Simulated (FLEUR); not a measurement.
# MnPt: a ladder in all numerical settings together, part 2 of 3

Aim: see how far the moments and order energies of MnPt move with all numerical settings together, and what each rung costs.

FLEUR MaX-R8.1; PBEsol; all-electron FLAPW, Dirac cores, scalar-relativistic bands.

So far, largest spin moment in the muffin-tin sphere (μB): step 2 (rung 1 (Kmax 2.34 1/bohr, mesh 4×4×4), start ferro +) 3.90; step 3 (rung 1 (Kmax 2.34 1/bohr, mesh 2×4×4), start antiferro q=(1/2,1/2,0) +-) 3.80; step 4 (rung 2 (Kmax 2.88 1/bohr, mesh 6×6×6), start ferro +) 3.79.

### Step 5. Rung 2 (Kmax 2.88 1/bohr, mesh 3×6×6), start antiferro q=(1/2,1/2,0) +-

The k list default-1 (kpts.xml, not shown) is a Γ-centred 3×6×6 mesh.

File inp.xml:

```
<?xml version="1.0" encoding="UTF-8" standalone="no"?>
<fleurInput fleurInputVersion="0.39">
   <comment>
      MnPt
   </comment>
   <calculationSetup>
      <cutoffs Kmax="2.88" Gmax="11.5" GmaxXC="11.5" numbands="0"/>
      <scfLoop itmax="90" minDistance="0.00002" maxIterBroyd="15" imix="Anderson" alpha="0.05" precondParam="0.0" spinf="2.0" sdNocoIR="T"/>
      <coreElectrons ctail="T" frcor="F" kcrel="1" coretail_lmax="0"/>
      <xcFunctional name="PBEs" relativisticCorrections="F"/>
      <magnetism jspins="2"/>
      <soc l_soc="F" theta="0.0" phi="0.0" spav="F"/>
      <expertModes spex="0" secvar="F"/>
      <geometryOptimization l_f="F" forcealpha="1.0" forcemix="BFGS" epsdisp="0.00001" epsforce="0.00001"/>
      <ldaU l_linMix="F" mixParam="0.05" spinf="1.0"/>
   </calculationSetup>
   <cell>
      <bzIntegration valenceElectrons="62.0" mode="hist" fermiSmearingEnergy="0.00110248">
         <kPointListSelection listName="default-1"/>
         <xi:include xmlns:xi="http://www.w3.org/2001/XInclude" href="kpts.xml"> </xi:include>
      </bzIntegration>
      <xi:include xmlns:xi="http://www.w3.org/2001/XInclude" href="sym.xml"> </xi:include>
      <bulkLattice scale="1.0">
         <bravaisMatrix>
            <row-1>   10.6958498652359992     0.0000000000000000     0.0000000000000000</row-1>
            <row-2>    5.3479249326179996     5.3479249326179996     0.0000000000000000</row-2>
            <row-3>    0.0000000000000000     0.0000000000000000     6.9163976160359999</row-3>
         </bravaisMatrix>
      </bulkLattice>
   </cell>
   <atomSpecies>
      <species name="Manganese 3.500" element="Mn" atomicNumber="25">
         <mtSphere radius="2.5" gridPoints="827" logIncrement="0.015"/>
         <atomicCutoffs lmax="6" lnonsphr="6"/>
         <electronConfig flipSpins="F">
            <coreConfig>(1s1/2) (2s1/2) (2p1/2) (2p3/2)</coreConfig>
            <valenceConfig>(3s1/2) (3p1/2) (3p3/2) (4s1/2) (3d3/2) (3d5/2)</valenceConfig>
            <stateOccupation state="(3d3/2)" spinUp="1.25" spinDown="0.75"/>
            <stateOccupation state="(3d5/2)" spinUp="3.0" spinDown="0.0"/>
         </electronConfig>
         <energyParameters s="4" p="4" d="3" f="4"/>
         <lo type="SCLO" l="0" n="3" eDeriv="0"/>
         <lo type="SCLO" l="1" n="3" eDeriv="0"/>
      </species>
      <species name="Manganese -3.500" element="Mn" atomicNumber="25">
         <mtSphere radius="2.5" gridPoints="827" logIncrement="0.015"/>
         <atomicCutoffs lmax="6" lnonsphr="6"/>
         <electronConfig flipSpins="F">
            <coreConfig>(1s1/2) (2s1/2) (2p1/2) (2p3/2)</coreConfig>
            <valenceConfig>(3s1/2) (3p1/2) (3p3/2) (4s1/2) (3d3/2) (3d5/2)</valenceConfig>
            <stateOccupation state="(3d3/2)" spinUp="0.75" spinDown="1.25"/>
            <stateOccupation state="(3d5/2)" spinUp="0.0" spinDown="3.0"/>
         </electronConfig>
         <energyParameters s="4" p="4" d="3" f="4"/>
         <lo type="SCLO" l="0" n="3" eDeriv="0"/>
         <lo type="SCLO" l="1" n="3" eDeriv="0"/>
      </species>
      <species name="Platinum (Pt)" element="Pt" atomicNumber="78">
         <mtSphere radius="2.5" gridPoints="827" logIncrement="0.016"/>
         <atomicCutoffs lmax="6" lnonsphr="6"/>
         <electronConfig flipSpins="F">
            <coreConfig>(1s1/2) (2s1/2) (2p1/2) (2p3/2) (3s1/2) (3p1/2) (3p3/2) (4s1/2) (3d3/2) (3d5/2) (4p1/2) (4p3/2) (5s1/2) (4d3/2) (4d5/2) (4f5/2) (4f7/2)</coreConfig>
            <valenceConfig>(5p1/2) (5p3/2) (6s1/2) (5d3/2) (5d5/2)</valenceConfig>
            <stateOccupation state="(6s1/2)" spinUp="0.500000" spinDown="0.500000"/>
            <stateOccupation state="(5d3/2)" spinUp="1.800000" spinDown="1.800000"/>
            <stateOccupation state="(5d5/2)" spinUp="2.700000" spinDown="2.700000"/>
         </electronConfig>
         <energyParameters s="6" p="6" d="5" f="5"/>
         <lo type="SCLO" l="1" n="5" eDeriv="0"/>
      </species>
   </atomSpecies>
   <atomGroups>
      <atomGroup species="Manganese 3.500">
         <relPos label="                   1">.0000000000 .0000000000 .0000000000</relPos>
         <force calculate="T" relaxXYZ="TTT"/>
      </atomGroup>
      <atomGroup species="Manganese -3.500">
         <relPos label="                   2">1.000/2.000 .0000000000 .0000000000</relPos>
         <force calculate="T" relaxXYZ="TTT"/>
      </atomGroup>
      <atomGroup species="Platinum (Pt)">
         <relPos label="                   3">.0000000000 1.000/2.000 1.000/2.000</relPos>
         <relPos label="                   4">1.000/2.000 1.000/2.000 1.000/2.000</relPos>
         <force calculate="T" relaxXYZ="TTT"/>
      </atomGroup>
   </atomGroups>
   <output dos="F" band="F" slice="F">
      <bandDOS minEnergy="-.5*Htr" maxEnergy="0.5*Htr" sigma="0.015" storeEVData="T"/>
      <plotting iplot="0" polar="F">
         <plot TwoD="T" vec1="  1.0  0.0  0.0" vec2="  0.0  1.0  0.0" vec3="  0.0  0.0  1.0" zero="  0.0  0.0  0.0" file="plot"/>
      </plotting>
      <moessbauerParams electricFieldGradient="F" isomerShift="F" coreHyperfine="F" valenceHyperfine="F"/>
   </output>
</fleurInput>
```

File crystal.txt:

```
MnPt
&input film=F cartesian=F /
5.66000000000  0.00000000000  0.00000000000
2.83000000000  2.83000000000  0.00000000000
0.00000000000  0.00000000000  3.66000000000
1.8897261246
1.0 1.0 1.0

4
25 0.00000000000  0.00000000000  0.00000000000 : 3.500
25 0.50000000000  0.00000000000  0.00000000000 : -3.500
78 0.00000000000  0.50000000000  0.50000000000
78 0.50000000000  0.50000000000  0.50000000000

&kpt div1=3 div2=6 div3=6 gamma=T /
```

On the command line:

```sh
OMP_NUM_THREADS=1 inpgen -f crystal.txt > inpgen.log  # inp.xml is then edited as shown
OMP_NUM_THREADS=1 mpirun -n 4 fleur_MPI > fleur.log
```

Output:

```text
[banner, memory and clock lines left out]
Welcome to FLEUR        (www.flapw.de)
      MaX-Release 8.1          (www.max-centre.eu)

 ========== k-point set info ==========
 Selected k-point list: default-1
 k-point list type: mesh
 3 x 6 x 6
 Number of k points: 32

 [... set-up left out ...]
 Iteration:     1   Distance:      26.84984318 me/bohr^3
 [... lines of the core solver left out ...]
 Iteration:     2   Distance:      18.09472078 me/bohr^3
 [... lines of the core solver left out ...]
 Iteration:     3   Distance:      12.72311828 me/bohr^3
[...]
<sumOfEigenvalues value="   -23998.4090883490">
               <coreElectrons value="-23961.7924597079"/>
               <valenceElectrons value="-36.6166286411"/>
            </sumOfEigenvalues>
         [... left out ...]
            <freeEnergy value="-39198.2536439634"/>
            <extrapolationTo0K value="-39198.2536157000"/>
         </totalEnergy>
         <densityConvergence units="me/bohr^3">
            <chargeDensity spin="1" distance="0.0000040908"/>
            <chargeDensity spin="2" distance="0.0000043065"/>
            <overallChargeDensity distance="0.0000065066"/>
            <spinDensity distance="0.0000053128"/>
         </densityConvergence>
      </iteration>
```

It took 18 s on 4 MPI ranks of Arm Neoverse V1, shared host; peak memory 0.25 GiB; 70 s of CPU time.

Numbers from this step:

| Item | Value |
| --- | --- |
| free energy | -1066638.8201 eV |
| program's band gap on this mesh (in a metal only a level spacing) | 1.76e-7 eV |
| magnetization | 0 μB |
| final state | antiferromagnetic |
| largest moment | 3.765 μB |

This start lies -363.2 meV a seeded atom from the first, a change of -96.0 meV since rung 1; its largest moment is 3.77 μB.

### Step 6. Rung 3 (Kmax 3.6 1/bohr, mesh 10×10×10), start ferro +

The k list default-1 (kpts.xml, not shown) is a Γ-centred 10×10×10 mesh.

Edit inp.xml of step 5 so:

```diff
@@ -6,3 +6,3 @@
    <calculationSetup>
-      <cutoffs Kmax="2.88" Gmax="11.5" GmaxXC="11.5" numbands="0"/>
+      <cutoffs Kmax="3.6" Gmax="14.4" GmaxXC="14.4" numbands="0"/>
       <scfLoop itmax="90" minDistance="0.00002" maxIterBroyd="15" imix="Anderson" alpha="0.05" precondParam="0.0" spinf="2.0" sdNocoIR="T"/>
@@ -17,3 +17,3 @@
    <cell>
-      <bzIntegration valenceElectrons="62.0" mode="hist" fermiSmearingEnergy="0.00110248">
+      <bzIntegration valenceElectrons="31.0" mode="hist" fermiSmearingEnergy="0.00110248">
          <kPointListSelection listName="default-1"/>
@@ -24,4 +24,4 @@
          <bravaisMatrix>
-            <row-1>   10.6958498652359992     0.0000000000000000     0.0000000000000000</row-1>
-            <row-2>    5.3479249326179996     5.3479249326179996     0.0000000000000000</row-2>
+            <row-1>    5.3479249326179996     0.0000000000000000     0.0000000000000000</row-1>
+            <row-2>    0.0000000000000000     5.3479249326179996     0.0000000000000000</row-2>
             <row-3>    0.0000000000000000     0.0000000000000000     6.9163976160359999</row-3>
@@ -33,3 +33,3 @@
          <mtSphere radius="2.5" gridPoints="827" logIncrement="0.015"/>
-         <atomicCutoffs lmax="6" lnonsphr="6"/>
+         <atomicCutoffs lmax="8" lnonsphr="6"/>
          <electronConfig flipSpins="F">
@@ -44,18 +44,5 @@
       </species>
-      <species name="Manganese -3.500" element="Mn" atomicNumber="25">
-         <mtSphere radius="2.5" gridPoints="827" logIncrement="0.015"/>
-         <atomicCutoffs lmax="6" lnonsphr="6"/>
-         <electronConfig flipSpins="F">
-            <coreConfig>(1s1/2) (2s1/2) (2p1/2) (2p3/2)</coreConfig>
-            <valenceConfig>(3s1/2) (3p1/2) (3p3/2) (4s1/2) (3d3/2) (3d5/2)</valenceConfig>
-            <stateOccupation state="(3d3/2)" spinUp="0.75" spinDown="1.25"/>
-            <stateOccupation state="(3d5/2)" spinUp="0.0" spinDown="3.0"/>
-         </electronConfig>
-         <energyParameters s="4" p="4" d="3" f="4"/>
-         <lo type="SCLO" l="0" n="3" eDeriv="0"/>
-         <lo type="SCLO" l="1" n="3" eDeriv="0"/>
-      </species>
       <species name="Platinum (Pt)" element="Pt" atomicNumber="78">
          <mtSphere radius="2.5" gridPoints="827" logIncrement="0.016"/>
-         <atomicCutoffs lmax="6" lnonsphr="6"/>
+         <atomicCutoffs lmax="8" lnonsphr="6"/>
          <electronConfig flipSpins="F">
@@ -76,9 +63,4 @@
       </atomGroup>
-      <atomGroup species="Manganese -3.500">
-         <relPos label="                   2">1.000/2.000 .0000000000 .0000000000</relPos>
-         <force calculate="T" relaxXYZ="TTT"/>
-      </atomGroup>
       <atomGroup species="Platinum (Pt)">
-         <relPos label="                   3">.0000000000 1.000/2.000 1.000/2.000</relPos>
-         <relPos label="                   4">1.000/2.000 1.000/2.000 1.000/2.000</relPos>
+         <relPos label="                   2">1.000/2.000 1.000/2.000 1.000/2.000</relPos>
          <force calculate="T" relaxXYZ="TTT"/>
```

File crystal.txt:

```
MnPt
&input film=F cartesian=F /
2.83000000000  0.00000000000  0.00000000000
0.00000000000  2.83000000000  0.00000000000
0.00000000000  0.00000000000  3.66000000000
1.8897261246
1.0 1.0 1.0

2
25 0.00000000000  0.00000000000  0.00000000000 : 3.500
78 0.50000000000  0.50000000000  0.50000000000

&kpt div1=10 div2=10 div3=10 gamma=T /
```

Output:

```text
[banner, memory and clock lines left out]
Welcome to FLEUR        (www.flapw.de)
      MaX-Release 8.1          (www.max-centre.eu)

 ========== k-point set info ==========
 Selected k-point list: default-1
 k-point list type: mesh
 0 x 0 x 0
 Number of k points: 128

 [... set-up left out ...]
 Iteration:     1   Distance:      29.58408207 me/bohr^3
 [... lines of the core solver left out ...]
 Iteration:     2   Distance:      16.69848672 me/bohr^3
 [... lines of the core solver left out ...]
[... rest left out ...]

--- out.xml (last complete iteration) ---
[...]
<sumOfEigenvalues value="   -11994.4857424895">
               <coreElectrons value="-11977.3987855532"/>
               <valenceElectrons value="-17.0869569363"/>
            </sumOfEigenvalues>
         [... left out ...]
            <freeEnergy value="-19599.1510215025"/>
            <extrapolationTo0K value="-19599.1509634807"/>
         </totalEnergy>
         <densityConvergence units="me/bohr^3">
            <chargeDensity spin="1" distance="0.0000049809"/>
            <chargeDensity spin="2" distance="0.0000049376"/>
            <overallChargeDensity distance="0.0000080030"/>
            <spinDensity distance="0.0000058593"/>
         </densityConvergence>
      </iteration>
```

The job ended after 28 s (4 MPI ranks; peak memory 0.22 GiB).

This step gave:

* free energy: -533320.0685 eV
* program's band gap on this mesh (in a metal only a level spacing): 0.01046 eV
* magnetization: 4.228 μB
* final state: ferromagnetic
* largest moment: 3.810 μB

The largest moment moves by +0.02 μB from rung 2, at 2.4 times its CPU time.

### Step 7. Rung 3 (Kmax 3.6 1/bohr, mesh 5×10×10), start antiferro q=(1/2,1/2,0) +-

The k list default-1 (kpts.xml, not shown) is a Γ-centred 5×10×10 mesh.

Edit inp.xml of step 6 so:

```diff
@@ -17,3 +17,3 @@
    <cell>
-      <bzIntegration valenceElectrons="31.0" mode="hist" fermiSmearingEnergy="0.00110248">
+      <bzIntegration valenceElectrons="62.0" mode="hist" fermiSmearingEnergy="0.00110248">
          <kPointListSelection listName="default-1"/>
@@ -24,4 +24,4 @@
          <bravaisMatrix>
-            <row-1>    5.3479249326179996     0.0000000000000000     0.0000000000000000</row-1>
-            <row-2>    0.0000000000000000     5.3479249326179996     0.0000000000000000</row-2>
+            <row-1>   10.6958498652359992     0.0000000000000000     0.0000000000000000</row-1>
+            <row-2>    5.3479249326179996     5.3479249326179996     0.0000000000000000</row-2>
             <row-3>    0.0000000000000000     0.0000000000000000     6.9163976160359999</row-3>
@@ -39,2 +39,15 @@
             <stateOccupation state="(3d5/2)" spinUp="3.0" spinDown="0.0"/>
+         </electronConfig>
+         <energyParameters s="4" p="4" d="3" f="4"/>
+         <lo type="SCLO" l="0" n="3" eDeriv="0"/>
+         <lo type="SCLO" l="1" n="3" eDeriv="0"/>
+      </species>
+      <species name="Manganese -3.500" element="Mn" atomicNumber="25">
+         <mtSphere radius="2.5" gridPoints="827" logIncrement="0.015"/>
+         <atomicCutoffs lmax="8" lnonsphr="6"/>
+         <electronConfig flipSpins="F">
+            <coreConfig>(1s1/2) (2s1/2) (2p1/2) (2p3/2)</coreConfig>
+            <valenceConfig>(3s1/2) (3p1/2) (3p3/2) (4s1/2) (3d3/2) (3d5/2)</valenceConfig>
+            <stateOccupation state="(3d3/2)" spinUp="0.75" spinDown="1.25"/>
+            <stateOccupation state="(3d5/2)" spinUp="0.0" spinDown="3.0"/>
          </electronConfig>
@@ -63,4 +76,9 @@
       </atomGroup>
+      <atomGroup species="Manganese -3.500">
+         <relPos label="                   2">1.000/2.000 .0000000000 .0000000000</relPos>
+         <force calculate="T" relaxXYZ="TTT"/>
+      </atomGroup>
       <atomGroup species="Platinum (Pt)">
-         <relPos label="                   2">1.000/2.000 1.000/2.000 1.000/2.000</relPos>
+         <relPos label="                   3">.0000000000 1.000/2.000 1.000/2.000</relPos>
+         <relPos label="                   4">1.000/2.000 1.000/2.000 1.000/2.000</relPos>
          <force calculate="T" relaxXYZ="TTT"/>
```

File crystal.txt:

```
MnPt
&input film=F cartesian=F /
5.66000000000  0.00000000000  0.00000000000
2.83000000000  2.83000000000  0.00000000000
0.00000000000  0.00000000000  3.66000000000
1.8897261246
1.0 1.0 1.0

4
25 0.00000000000  0.00000000000  0.00000000000 : 3.500
25 0.50000000000  0.00000000000  0.00000000000 : -3.500
78 0.00000000000  0.50000000000  0.50000000000
78 0.50000000000  0.50000000000  0.50000000000

&kpt div1=5 div2=10 div3=10 gamma=T /
```

Output:

```text
[banner, memory and clock lines left out]
Welcome to FLEUR        (www.flapw.de)
      MaX-Release 8.1          (www.max-centre.eu)

 ========== k-point set info ==========
 Selected k-point list: default-1
 k-point list type: mesh
 5 x 10 x 10
 Number of k points: 108

 [... set-up left out ...]
 Iteration:     1   Distance:      24.98855066 me/bohr^3
 [... lines of the core solver left out ...]
 Iteration:     2   Distance:      16.12400940 me/bohr^3
 [... lines of the core solver left out ...]
 Iteration:     3   Distance:      11.08391609 me/bohr^3
[...]
<sumOfEigenvalues value="   -23989.3897635939">
               <coreElectrons value="-23955.0018914761"/>
               <valenceElectrons value="-34.3878721178"/>
            </sumOfEigenvalues>
         [... left out ...]
            <freeEnergy value="-39198.3278203537"/>
            <extrapolationTo0K value="-39198.3277921757"/>
         </totalEnergy>
         <densityConvergence units="me/bohr^3">
            <chargeDensity spin="1" distance="0.0000123413"/>
            <chargeDensity spin="2" distance="0.0000123303"/>
            <overallChargeDensity distance="0.0000160761"/>
            <spinDensity distance="0.0000187148"/>
         </densityConvergence>
      </iteration>
```

Run time: 90 s. Hardware: 4 MPI ranks; peak memory 0.33 GiB.

Read from the output:

```yaml
free_energy: -1066640.8385 eV
program_s_band_gap_on_this_mesh_in_a_metal_only_a_level_spacing: 1.40e-9 eV
magnetization: 0 μB
final_state: antiferromagnetic
largest_moment: 3.749 μB
```

This start lies -350.7 meV a seeded atom from the first, a change of +12.5 meV since rung 2; its largest moment is 3.75 μB.

[end of part 2 of 3]

[Logs and program files are shortened in this print: banners, set-up blocks, solver, clock and traceback lines can be left out without a mark of their own.]

[Logs are printed without paths, hosts, clocks, repeated set-up lines and the standing remarks that a program may print on its own settings, such as how far it seeks lower states.]

[Hosts, paths, dates, database ids (printed as entryN), source tags and the programs' standing remarks are cut or masked in the printed files.]

[Where a cell is said to come from a database of computed structures, the database is the Materials Project.]
